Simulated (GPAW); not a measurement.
Consider CuPd (Skaergaardite, Pm-3m).

```xyz
2
Lattice="2.9880 0.0000 0.0000 0.0000 2.9880 0.0000 0.0000 0.0000 2.9880" Properties=species:S:1:pos:R:3 pbc="T T T"
Pd    1.4940    1.4940    1.4940
Cu    0.0000    0.0000    0.0000
```

Absorber: atom 1, with 8 Cu at 2.59 Å and 6 Pd at 2.99 Å (cube and octahedron, as in bcc, site symmetry m-3m). Method: GPAW, LDA, excited-electron core hole (neutral cell), 18-atom cell with 6.7 Å between holes, 5×5×5 k points, dipole transitions, Gaussian full width 2.25 eV up to 4 eV, rising linearly to 3.5 eV at 25 eV.

The database entry behind the starting cell differs from later determinations by our own check (about 0.35 % long), so it need not match the best structure at ambient conditions.

**Question.** Predict the near-edge structure at the Pd L₃ edge.

Main maxima up to 30 eV above the zero (height): 2.0 eV (0.96), 7.4 eV (1.38), 18.8 eV (1.06) and 24.2 eV (1.09). At an L edge the dipole rule selects empty d (and weakly s) states on the absorber. 

The Pd L₃ spectrum (energy from the lowest empty level; intensity scaled to a mean of 1 over the first 20 eV):

| E (eV) | intensity |
| --- | --- |
| -2.0 | 0.01 |
| -1.5 | 0.03 |
| -1.0 | 0.09 |
| -0.5 | 0.20 |
| 0.0 | 0.38 |
| 0.5 | 0.59 |
| 1.0 | 0.79 |
| 1.5 | 0.92 |
| 2.0 | 0.96 |
| 2.5 | 0.94 |
| 3.0 | 0.89 |
| 3.5 | 0.82 |
| 4.0 | 0.75 |
| 4.5 | 0.71 |
| 5.0 | 0.73 |
| 5.5 | 0.83 |
| 6.0 | 1.00 |
| 6.5 | 1.20 |
| 7.0 | 1.34 |
| 7.5 | 1.38 |
| 8.0 | 1.34 |
| 8.5 | 1.29 |
| 9.0 | 1.26 |
| 9.5 | 1.24 |
| 10.0 | 1.23 |
| 10.5 | 1.19 |
| 11.0 | 1.15 |
| 11.5 | 1.09 |
| 12.0 | 1.02 |
| 12.5 | 0.97 |
| 13.0 | 0.92 |
| 13.5 | 0.89 |
| 14.0 | 0.87 |
| 14.5 | 0.88 |
| 15.0 | 0.89 |
| 15.5 | 0.92 |
| 16.0 | 0.96 |
| 16.5 | 0.98 |
| 17.0 | 1.01 |
| 17.5 | 1.02 |
| 18.0 | 1.04 |
| 18.5 | 1.05 |
| 19.0 | 1.06 |
| 19.5 | 1.04 |
| 20.0 | 1.02 |
| 20.5 | 0.98 |
| 21.0 | 0.94 |
| 21.5 | 0.93 |
| 22.0 | 0.95 |
| 22.5 | 0.99 |
| 23.0 | 1.04 |
| 23.5 | 1.07 |
| 24.0 | 1.09 |
| 24.5 | 1.09 |
| 25.0 | 1.06 |
| 25.5 | 1.03 |
| 26.0 | 0.99 |
| 26.5 | 0.97 |
| 27.0 | 0.96 |
| 27.5 | 0.97 |
| 28.0 | 0.99 |
| 28.5 | 1.02 |
| 29.0 | 1.06 |
| 29.5 | 1.09 |
| 30.0 | 1.13 |
| 30.5 | 1.15 |
| 31.0 | 1.15 |
| 31.5 | 1.15 |
| 32.0 | 1.14 |

Only the L₃ part is meant: spin–orbit coupling of the core level isn't computed and the L₂ copy isn't added. The script folds with a Gaussian, whereas the core hole's own line is a Lorentzian, so the onset is too steep and the first peak too high. The structure is a published determination, not relaxed.

[Banner, clock and machine lines of the logs are left out without a mark of their own.]

[Logs are printed without paths, hosts, clocks, repeated set-up lines and the standing remarks that a program may print on its own settings, such as how far it seeks lower states.]

[Hosts, paths, dates, database ids (printed as entryN), source tags and the programs' standing remarks are cut or masked in the printed files.]

[Lists of maxima count a maximum above −3 eV only where it reaches 4 % of the highest in the window and stands out from its surroundings by 2 % of it (1.5 % where it reaches 55 %); shoulders and weaker maxima are passed over, and of the rest the first, up to two pre-edge ones and the few strongest are named.]
